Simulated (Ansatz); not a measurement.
## La2O3 (P-3m1): the G0W0 gap against the k mesh

Wanted: mesh convergence of the gap correction in La2O3 (P-3m1).

Main program and level: Ansatz 0.2.0; G0W0 on PBE, plane waves, PAW; PAW set soft_1.

## Step 1: The starting structure

Symmetry: P-3m1, No. 164, trigonal system. The conventional cell has a = 3.931 Å, b = 3.931 Å, c = 6.112 Å, α = 90.00°, β = 90.00°, γ = 120.00°. Nearest to La lie 7 O at 2.36 to 2.72 Å. O has 4 La at 2.36 to 2.44 Å nearest. O has 6 La at 2.72 Å nearest. Farther neighbours and most contacts between anions are not listed.

The cell and positions are those that the Materials Project relaxed with its own functionals (PBE, PBE+U or r2SCAN), kept fixed. Spin-orbit coupling is left out unless a step names it.

## Step 2: The 3×3×2 mesh

G0W0 replaces the xc potential by the self-energy, built once from these orbitals. Only a window of levels is corrected, while the sums run over the empty bands that the input names. This step takes PAW set soft_1 files.

Contents of input.yaml:

```yaml
crystal:
  lattice:
    - [3.930777878, 0.0, 0.0]
    - [-1.965388939, 3.404153499, 0.0]
    - [0.0, 0.0, 6.11195352]
  atoms:
    - { symbol: La, position: [0.66666667, 0.33333333, 0.75376432] }
    - { symbol: La, position: [0.33333333, 0.66666667, 0.24623568] }
    - { symbol: O, position: [0.66666667, 0.33333333, 0.35410935] }
    - { symbol: O, position: [0.33333333, 0.66666667, 0.64589065] }
    - { symbol: O, position: [0.0, 0.0, 0.0] }
kpoints:
  mp_grid: { grid: [3, 3, 2] }
hamiltonian:
  xc: pbe
  pseudopotentials: { kind: paw, azcp: { folder: soft_1 } }
scf:
  occupations: { method: fixed }
gw:
  n_empty_bands: 185
  ecut_chi: 100
  qp_bands: [v2, c2]
  qp_kpoints: band_edges
  screening: { model: contour_deformation }
```

On the command line:

```sh
$ ansatz run input.yaml --threads 2 --pin off --max-ram 92160MiB --backend cuda --events-out ev --progress --plain --runs-dir out --devices 1 --max-vram 13GiB
```

Numbers of over 12 decimals in the logs are rounded to 6 here.

The log of the run:

```text
GPUs: using 1 of 1 available (devices: 1).
Engine: ansatz 0.2.0, x86_64-unknown-linux-gnu
Pseudopotentials: kind: paw
Pseudopotential: La, paw, valence charge 11, recommended cutoff 420 eV (normal), soft_1/La.paw.azcp
Pseudopotential: O, paw, valence charge 6, recommended cutoff 420 eV (normal), soft_1/O.paw.azcp
Functional definition: PBE
  parameter kappa = 0.804
  parameter beta = 0.066725
  exchange = pbe_x(kappa = kappa, mu = beta*pi^2/3)
  correlation = pbe_c(beta = beta)
device memory: the entry about to start is reckoned to put 0.8 GiB on a device that reports 49.3 GiB free (of which the cap on the GPU budget leaves the run 13.0 GiB)
GPU FFT provider: cuFFT
GPU libraries: cuBLAS 13.8.2, cuFFT 12.4.0, cuSOLVER 12.3.4
Crystal: 5 atoms, lattice volume = 81.784 Å³
Basis set: ecut = 420 eV, 1641 PW (Γ)
Bands: 25, of which v1, the nominal top of the filled ones, is band 20 counted from 1 (19 counted from 0)
Symmetry: 12 space group operations
Space group: P-3m1 (ITA 164), of the structure as read, at distance tolerance 4.3e-5 Å
k-points: 6 of 18
Non-local potential: La, projectors of the file, l = 0: 3, l = 1: 2, l = 2: 2, l = 3: 3
Non-local potential: O, projectors of the file, l = 0: 2, l = 1: 2, l = 2: 1
PAW form: soft (Blöchl's): semilocal exchange-correlation on the pseudo side does not see the compensation charge
PAW one-centre angular grid: La, 590 points (default); XC on 64 Gauss nodes
PAW one-centre angular grid: O, 110 points (default); XC on 64 Gauss nodes
Initial density: superposition of atomic densities (chi_scale 0.1, normalization cell, long waves kept (reshape's long-wave potential 0.03 eV rms))
Initial wavefunctions: pseudopotential atomic-orbital guess
GPU buffer pool allocated for 32805 grid points (all kernels)
GPU transforms: local potential and band sums: pruned to the plane-wave sphere, on 25×25×45
Functional: x = pbe(κ = 0.804, μ = 0.219515), c = pbe(β = 0.066725)
SCF iter   1: F=—  HF=-14212.847212 eV  |F-HF|=—  |Δ(HF+E_count)|=         —  Δρ=6.10e-2  dr2=2.89e0  ethr=3.10e-3  ⟨swp⟩=4.2  Hψ=606  notcnv=0  defer=11
preconditioner: auto → Resta (q_TF=auto, 2.422 Å⁻¹)  ε∞=5.5  [insulator: Δε(μ)=3.152 eV  Ē_g=11.658 eV  n_scr=22 (ndim 8)  ℏωp=24.6 eV  f_vac=0.000  ε∞_Penn≈5.5]
SCF iter   2: F=—  HF=-14212.538904 eV  |F-HF|=—  |Δ(HF+E_count)|=   3.08e-1  Δρ=3.03e-2  dr2=9.51e-1  ethr=3.10e-3  ⟨swp⟩=5.2  Hψ=378  notcnv=0  defer=10
SCF iter   3: F=—  HF=-14212.465396 eV  |F-HF|=—  |Δ(HF+E_count)|=   7.35e-2  Δρ=1.62e-2  dr2=2.69e-1  ethr=2.38e-3  ⟨swp⟩=2.2  Hψ=240  notcnv=0  defer=10
SCF iter   4: F=—  HF=-14212.482112 eV  |F-HF|=—  |Δ(HF+E_count)|=   1.67e-2  Δρ=6.19e-3  dr2=4.23e-2  ethr=6.73e-4  ⟨swp⟩=4.2  Hψ=307  notcnv=0  defer=12
SCF iter   5: F=—  HF=-14212.487758 eV  |F-HF|=—  |Δ(HF+E_count)|=   5.65e-3  Δρ=3.50e-3  dr2=1.07e-2  ethr=1.06e-4  ⟨swp⟩=5.0  Hψ=306  notcnv=0  defer=15
SCF iter   6: F=—  HF=-14212.488318 eV  |F-HF|=—  |Δ(HF+E_count)|=   5.61e-4  Δρ=9.77e-4  dr2=8.82e-4  ethr=2.68e-5  ⟨swp⟩=3.0  Hψ=223  notcnv=0  defer=15
SCF iter   7: F=—  HF=-14212.489833 eV  |F-HF|=—  |Δ(HF+E_count)|=   1.51e-3  Δρ=2.11e-4  dr2=4.69e-5  ethr=2.21e-6  ⟨swp⟩=4.0  Hψ=295  notcnv=0  defer=15
SCF iter   8: F=—  HF=-14212.489904 eV  |F-HF|=—  |Δ(HF+E_count)|=   7.09e-5  Δρ=5.69e-5  dr2=3.54e-6  ethr=1.17e-7  ⟨swp⟩=2.0  Hψ=266  notcnv=0  defer=15
SCF iter   9: F=—  HF=-14212.489907 eV  |F-HF|=—  |Δ(HF+E_count)|=   3.17e-6  Δρ=1.64e-5  dr2=2.48e-7  ethr=8.85e-9  ⟨swp⟩=2.0  Hψ=254  notcnv=0  defer=16
SCF iter  10: F=-14212.489907 eV  HF=-14212.489907 eV  |F-HF|=4.67e-9  |Δ(HF+E_count)|=   8.49e-8  Δρ=2.94e-6  dr2=9.09e-9  ethr=2.50e-10  ⟨swp⟩=15.2  Hψ=792  notcnv=0
SCF 1 converged in 10 iterations: F = -14212.489907 eV  dr2 = 9.09e-9
[...]
device memory: the entry about to start is reckoned to put 1.1 GiB on a device that reports 49.5 GiB free (of which the cap on the GPU budget leaves the run 13.0 GiB)
[...]
NSCF: frozen V_eff on 1 k-points
device memory: the entry about to start is reckoned to put 0.4 GiB on a device that reports 53.2 GiB free (of which the cap on the GPU budget leaves the run 13.0 GiB)
NSCF: frozen V_eff on 1 k-points
SCF converged after 10 iterations
Free energy (F): -14212.489907 eV
Harris-Foulkes:  -14212.489907 eV  (|F-HF|=4.67e-9)
Internal energy: -14212.489907 eV  (E = F + TS)
E sigma→0 (E₀):  -14212.489907 eV
Fermi energy:    9.569303 eV
--- Per-component energies (eV) ---
  E_band       = -9.069750
  E_kinetic    = 881.672002
  E_local      = -1493.708739  (includes V_loc(G=0)·N_el)
  E_nonlocal   = 331.288655
  E_hartree    = 558.271522
  E_xc         = -504.462317
  E_vxc        = -569.145136  (∫ρ·V_xc dr)
  E_paw        = -11321.110832  (= ΣΔE_a)
  E_vpaw       = -275.724307  (= ΣTr[D̂ρ^β])
  E_aug_tail   = 0.002249  (compensation charges beyond the density's cutoff)
  E_ewald      = -2664.442448
  E_smearing   = -0.000000  (= −TS)
  E_closure    = 0.000000  (closes the sum)
  Σ components = -14212.489907   (vs F -14212.489907, Δ=0.00e0)
--- Band table (eV; the first three rows and the last of 6) ---
  k-point 0: bands = [... 16 lower, 7.9823, 9.2584, 9.2584, 9.5224, 13.9277, 14.2146, 14.2146, 14.7924, ... 1 higher]
  k-point 1: bands = [... 16 lower, 8.6339, 8.8552, 9.3550, 9.3550, 14.2866, 14.3294, 14.3294, 14.5632, ... 1 higher]
  k-point 2: bands = [... 16 lower, 8.6959, 8.8315, 9.2984, 9.3698, 13.6557, 14.3058, 14.6759, 14.7927, ... 1 higher]
  k-point 5: bands = [... 16 lower, 9.0810, 9.3644, 9.3644, 9.4172, 13.8830, 14.4543, 14.5150, 14.5150, ... 1 higher]
--- G₀W₀: contour deformation, 6 samples at zero and on the imaginary axis and 1 off it, 18 q-points, 185 empty bands' worth ---
  eigenvalues of the whole cell's RPA ε∞ on this k-mesh (on a slab, of 1 + 4πα/V) = 4.5627, 4.6246, 4.6246; static W/v taken at q = 0 is 0.217095
  bands read: the sum over 205 bands ends inside a degenerate multiplet in 2 slots, whose members it reads at an even weight; the widest, k=0: bands 205 to 206 (counted from 1) at 1/2 each
  gw.qp_kpoints: band_edges: 6 of 6 stored k-points solved, in 1 pass; an edge of the gap read off the rows below is read off those points alone
  `?` marks the rows in doubt; gw_qp.tsv's column doubts and the gw_qp event give each row's grounds
    ik  band        ε_KS         Σx   Σc(E_QP)       V_xc       Z   E_QP_lin       E_QP  E_QP is
     0    19      9.2584   -24.5073     4.4403   -19.6664  0.7410     8.8554     8.8578  root
     0    20      9.5224   -24.9780     4.4314   -20.2018  0.7443     9.1759     9.1776  root
     0    21     13.9277   -11.5186    -6.2930   -20.0208  0.7836    16.2280    16.1369  root
     0    22     14.2146   -11.8874    -6.3009   -20.3532  0.7787    16.4696    16.3794  root
     1    19      9.3550   -24.8431     4.4476   -20.0247  0.7411     8.9822     8.9842  root
     1    20      9.3550   -24.8431     4.4476   -20.0247  0.7411     8.9822     8.9842  root
     1    21     14.2866   -16.1904    -8.0976   -27.5453  0.7487    17.8784    17.5440  root ?
     1    22     14.3294   -14.4409    -7.3290   -24.5972  0.7597    17.3598    17.1566  root ?
     2    19      9.2984   -24.8117     4.4112   -19.9911  0.7454     8.8865     8.8889  root
     2    20      9.3698   -24.8313     4.5444   -19.8802  0.7405     8.9606     8.9631  root
     2    21     13.6557   -10.8044    -5.2310   -17.6750  0.7928    15.3333    15.2952  root
     2    22     14.3058   -15.2866    -7.5738   -25.8784  0.7556    17.5698    17.3238  root ?
     3    19      9.3122   -24.7533     4.5200   -19.8381  0.7402     8.9147     8.9170  root
     3    20      9.5693   -25.0168     4.4443   -20.1899  0.7444     9.1847     9.1867  root
     3    21     14.0299   -13.8034    -6.4235   -22.7201  0.7698    16.6504    16.5231  root ?
     3    22     14.3943   -14.1024    -6.7291   -23.4368  0.7648    17.1550    16.9996  root ?
     4    19      8.8487   -23.8598     4.7169   -18.5942  0.7331     8.2947     8.3000  root
     4    20      9.5352   -25.6845     4.3938   -20.9216  0.7533     9.1643     9.1661  root
     4    21     13.5044    -9.1583    -4.5730   -14.8411  0.8057    14.6285    14.6143  root
     4    22     14.3494   -14.6311    -7.1972   -24.6300  0.7591    17.3458    17.1511  root ?
     5    19      9.3644   -24.9315     4.4835   -20.0418  0.7419     8.9557     8.9581  root
     5    20      9.4172   -25.5712     4.4038   -20.8064  0.7522     9.0544     9.0562  root
     5    21     13.8830   -11.6345    -5.4711   -18.9911  0.7872    15.8241    15.7683  root
     5    22     14.4543   -13.6718    -6.8736   -23.1073  0.7636    17.1712    17.0161  root ?
```

The job ended after 4.8 s (1 × NVIDIA H100 80GB HBM3 (shared by 6 runs) with 2 threads of AMD EPYC 7R13 (Zen 3), shared host; peak memory 1.1 GiB; 5.8 s of CPU time).

Numbers from this step:

```
bands summed                                 : 205
RPA ε∞ on this mesh (eigenvalues)            : 4.563, 4.625, 4.625
plane waves in the screening matrix          : 183
q-points in the mesh                         : 18
G0W0 gap on the mesh                         : 5.428 eV
k of the valence top                         : 0, 0.3333, -0.5
k of the conduction bottom                   : 0.3333, 0.3333, 0
starting gap on the mesh                     : 3.935 eV
Z at the valence top                         : 0.7444
Z at the conduction bottom                   : 0.8057
least direct G0W0 gap on the computed points : 5.448 eV
```

The gap on the mesh goes from 3.94 eV to 5.43 eV, a correction of +1.49 eV. Between the two edge states, bare exchange in place of the xc potential would open the gap by 10.51 eV, and correlation takes back 9.02 eV.

## Step 3: The 6×6×2 mesh

Only the mesh changes. It samples the long-range screening, which converges on its own terms.

input.yaml: that of step 2 with these lines changed.

```diff
@@ -12,3 +12,3 @@
 kpoints:
-  mp_grid: { grid: [3, 3, 2] }
+  mp_grid: { grid: [6, 6, 2] }
 hamiltonian:
```

The log of the run:

```text
GPUs: using 1 of 1 available (devices: 1).
[...]
GPU FFT provider: cuFFT
GPU libraries: cuBLAS 13.8.2, cuFFT 12.4.0, cuSOLVER 12.3.4
Crystal: 5 atoms, lattice volume = 81.784 Å³
Basis set: ecut = 420 eV, 1641 PW (Γ)
Bands: 25, of which v1, the nominal top of the filled ones, is band 20 counted from 1 (19 counted from 0)
[... 1 set-up line as in the run before ...]
[...]
k-points: 14 of 72
[...]
GPU buffer pool allocated for 32805 grid points (all kernels)
[...]
SCF iter   1: F=—  HF=-14212.841408 eV  |F-HF|=—  |Δ(HF+E_count)|=         —  Δρ=6.08e-2  dr2=2.88e0  ethr=3.10e-3  ⟨swp⟩=4.2  Hψ=1232  notcnv=0  defer=24
[...]
SCF iter  10: F=-14212.485491 eV  HF=-14212.485491 eV  |F-HF|=1.72e-9  |Δ(HF+E_count)|=   8.76e-8  Δρ=3.44e-6  dr2=1.26e-8  ethr=2.50e-10  ⟨swp⟩=15.6  Hψ=1861  notcnv=0
SCF 1 converged in 10 iterations: F = -14212.485491 eV  dr2 = 1.26e-8
[...]
4    22     14.3058   -15.3033    -7.5532   -25.8793  0.7559    17.5732    17.3286  root ?
[...]
5    21     14.0301   -13.8251    -6.3957   -22.7197  0.7704    16.6556    16.5290  root ?
     5    22     14.3940   -14.1188    -6.7072   -23.4369  0.7654    17.1595    17.0050  root ?
[...]
11    21     14.0919   -13.3090    -6.1212   -21.7771  0.7745    16.5441    16.4387  root ?
    11    22     14.2039   -13.8714    -6.6295   -23.0767  0.7687    16.9237    16.7797  root ?
[...]
12    21     13.5036    -9.2193    -4.5064   -14.8409  0.8078    14.6326    14.6188  root
    12    22     14.3496   -14.6426    -7.1828   -24.6312  0.7593    17.3502    17.1554  root ?
    13    19      9.3652   -24.8864     4.4448   -20.0414  0.7426     8.9627     8.9650  root
    13    20      9.4183   -25.5205     4.3584   -20.8061  0.7533     9.0606     9.0622  root
    13    21     13.8822   -11.6866    -5.4115   -18.9903  0.7890    15.8288    15.7744  root
    13    22     14.4542   -13.6893    -6.8444   -23.1010  0.7643    17.1753    17.0215  root ?
[key lines of the parts left out:]
SCF converged after 10 iterations
Free energy (F): -14212.485491 eV
Fermi energy:    9.643994 eV
```

The job ended after 16 s (1 × NVIDIA H100 80GB HBM3 (shared by 6 runs) with 2 threads; peak memory 1.2 GiB).

Numbers from this step:

```yaml
bands_summed: 205
rpa_eps_infinity_on_this_mesh_eigenvalues: 4.547, 4.625, 4.625
plane_waves_in_the_screening_matrix: 183
q_points_in_the_mesh: 72
g0w0_gap_on_the_mesh: 5.346 eV
k_of_the_valence_top: 0, -0.5, -0.5
k_of_the_conduction_bottom: 0.3333, 0.3333, 0
starting_gap_on_the_mesh: 3.844 eV
z_at_the_valence_top: 0.7446
z_at_the_conduction_bottom: 0.8078
least_direct_g0w0_gap_on_the_computed_points: 5.447 eV
```

Against the run with 3×3×2 mesh, 185 empty bands, screening to 100 eV, PAW set soft_1 files, the gap moves by −0.08 eV, while the start moved by −0.09 eV. A band edge is found at another k point on this mesh.

## Step 4: The 6×6×4 mesh

input.yaml: that of step 3 with these lines changed.

```diff
@@ -12,3 +12,3 @@
 kpoints:
-  mp_grid: { grid: [6, 6, 2] }
+  mp_grid: { grid: [6, 6, 4] }
 hamiltonian:
```

The log of the run:

```text
GPUs: using 1 of 1 available (devices: 1).
[...]
GPU FFT provider: cuFFT
GPU libraries: cuBLAS 13.8.2, cuFFT 12.4.0, cuSOLVER 12.3.4
Crystal: 5 atoms, lattice volume = 81.784 Å³
Basis set: ecut = 420 eV, 1641 PW (Γ)
Bands: 25, of which v1, the nominal top of the filled ones, is band 20 counted from 1 (19 counted from 0)
[... 1 set-up line as in the run before ...]
[...]
k-points: 24 of 144
[...]
22    22     14.4488   -16.2818    -7.8572   -27.3089  0.7485    17.9118    17.6186  root ?
    23    19      9.3668   -24.8782     4.4375   -20.0396  0.7430     8.9635     8.9658  root
    23    20      9.4163   -25.5230     4.3588   -20.8067  0.7533     9.0571     9.0587  root
    23    21     13.8811   -11.6820    -5.4132   -18.9904  0.7890    15.8309    15.7762  root
    23    22     14.4538   -13.6929    -6.8425   -23.1067  0.7644    17.1790    17.0250  root ?
[key lines of the parts left out:]
SCF converged after 10 iterations
Free energy (F): -14212.488619 eV
Fermi energy:    9.645332 eV
```

Run time: 29 s. Hardware: 1 × NVIDIA H100 80GB HBM3 (shared by 6 runs) with 2 threads; peak memory 1.3 GiB.

This step gave:

```
bands summed                                 : 205
RPA ε∞ on this mesh (eigenvalues)            : 4.522, 4.620, 4.620
plane waves in the screening matrix          : 183
G0W0 gap on the mesh                         : 5.348 eV
k of the valence top                         : 0, -0.5, -0.5
k of the conduction bottom                   : 0.3333, 0.3333, 0
starting gap on the mesh                     : 3.842 eV
least direct G0W0 gap on the computed points : 5.454 eV
```

Against the run with 6×6×2 mesh, 185 empty bands, screening to 100 eV, PAW set soft_1 files, the gap moves by +0.002 eV.

## Step 5: The 12×12×4 mesh

input.yaml: that of step 4 with these lines changed.

```diff
@@ -12,3 +12,3 @@
 kpoints:
-  mp_grid: { grid: [6, 6, 4] }
+  mp_grid: { grid: [12, 12, 4] }
 hamiltonian:
```

The log of the run:

```text
GPUs: using 1 of 1 available (devices: 1).
[...]
GPU FFT provider: cuFFT
GPU libraries: cuBLAS 13.8.2, cuFFT 12.4.0, cuSOLVER 12.3.4
Crystal: 5 atoms, lattice volume = 81.784 Å³
Basis set: ecut = 420 eV, 1641 PW (Γ)
Bands: 25, of which v1, the nominal top of the filled ones, is band 20 counted from 1 (19 counted from 0)
[... 1 set-up line as in the run before ...]
[...]
k-points: 69 of 576
[...]
67    22     14.4488   -16.2828    -7.8556   -27.3089  0.7485    17.9122    17.6193  root ?
    68    19      9.3668   -24.8724     4.4319   -20.0397  0.7430     8.9636     8.9659  root
    68    20      9.4163   -25.5160     4.3525   -20.8067  0.7534     9.0579     9.0595  root
    68    21     13.8811   -11.6882    -5.4062   -18.9904  0.7891    15.8317    15.7770  root
    68    22     14.4538   -13.6958    -6.8389   -23.1067  0.7645    17.1797    17.0258  root ?
[key lines of the parts left out:]
SCF converged after 10 iterations
Free energy (F): -14212.488570 eV
Fermi energy:    9.645328 eV
```

Elapsed: 6.3 min, on 1 × NVIDIA H100 80GB HBM3 (shared by 6 runs) with 2 threads; peak memory 2.1 GiB; 11 min of CPU time.

This step gave:

| Item | Value |
| --- | --- |
| bands summed | 205 |
| RPA ε∞ on this mesh (eigenvalues) | 4.522, 4.620, 4.620 |
| plane waves in the screening matrix | 183 |
| G0W0 gap on the mesh | 5.334 eV |
| k of the valence top | 0.25, 0.25, -0.5 |
| k of the conduction bottom | 0.3333, 0.3333, 0 |
| starting gap on the mesh | 3.842 eV |
| least direct G0W0 gap on the computed points | 5.454 eV |

Against the run with 6×6×4 mesh, 185 empty bands, screening to 100 eV, PAW set soft_1 files, the gap moves by −0.014 eV. A band edge is found at another k point on this mesh.

## Step 6: The meshes together

Times are wall times on 1 × NVIDIA H100 80GB HBM3 (shared by 6 runs) with 2 threads of AMD EPYC 7R13 (Zen 3), shared host, good to a factor of about two.

| mesh | points | irreducible | start (eV) | G0W0 (eV) | shift (eV) | RPA ε∞ (mean) | time |
| --- | --- | --- | --- | --- | --- | --- | --- |
| 3×3×2 | 18 | 6 | 3.935 | 5.428 | +1.492 | 4.60 | 4.8 s |
| 6×6×2 | 72 | 14 | 3.844 | 5.346 | +1.502 | 4.60 | 16 s |
| 6×6×4 | 144 | 24 | 3.842 | 5.348 | +1.506 | 4.59 | 29 s |
| 12×12×4 | 576 | 69 | 3.842 | 5.334 | +1.492 | 4.59 | 6.3 min |

## Step 7: Results

| Item | Value |
| --- | --- |
| 3×3×2 | 5.428 eV (shift +1.492) |
| 6×6×2 | 5.346 eV (shift +1.502) |
| 6×6×4 | 5.348 eV (shift +1.506) |
| 12×12×4 | 5.334 eV (shift +1.492) |
| settings | PBE start, 185 empty bands, 100 eV |

In words: The shift is +1.49 eV on 3×3×2 and +1.49 eV on 12×12×4. On 12×12×4 the edges lie at (0.250, 0.250, 0.500) and (0.333, 0.333, 0.000), on 6×6×4 at (0.000, 0.500, 0.500) and (0.333, 0.333, 0.000), so these two shifts belong to different pairs of states. The RPA ε∞ (mean) ranges from 4.59 to 4.60 and ends at 4.59. On 12×12×4 the states that bound the G0W0 gap lie 3.861 eV apart in the start, so part of the shift is a change of edge. The starting gap changes too, by 0.09 eV, since the meshes hold different points and converge the density differently. From 18 to 576 points the time grows 78-fold. Bands and cutoff are modest here, so the values stand off the basis limit. Empty 4f levels lie among the conduction bands. Their place in the start is unsure; it enters the screening, and the edge itself where they lie low. The many-body steps are scalar-relativistic: spin-orbit coupling is not in them.

[Paths, hosts, dates, memory and timing lines, banners, echoed tables and standing remarks are left out of the program output.]

[Logs are printed without paths, hosts, clocks, repeated set-up lines and the standing remarks that a program may print on its own settings, such as how far it seeks lower states.]

[Runs of the session that timed out or met a known fault of the program may be left out.]

[Cells called generated may have been cut or substituted from an entry of the Crystallography Open Database or the Materials Project.]

[Hosts, paths, dates, database ids (printed as entryN), source tags and the programs' standing remarks are cut or masked in the printed files.]
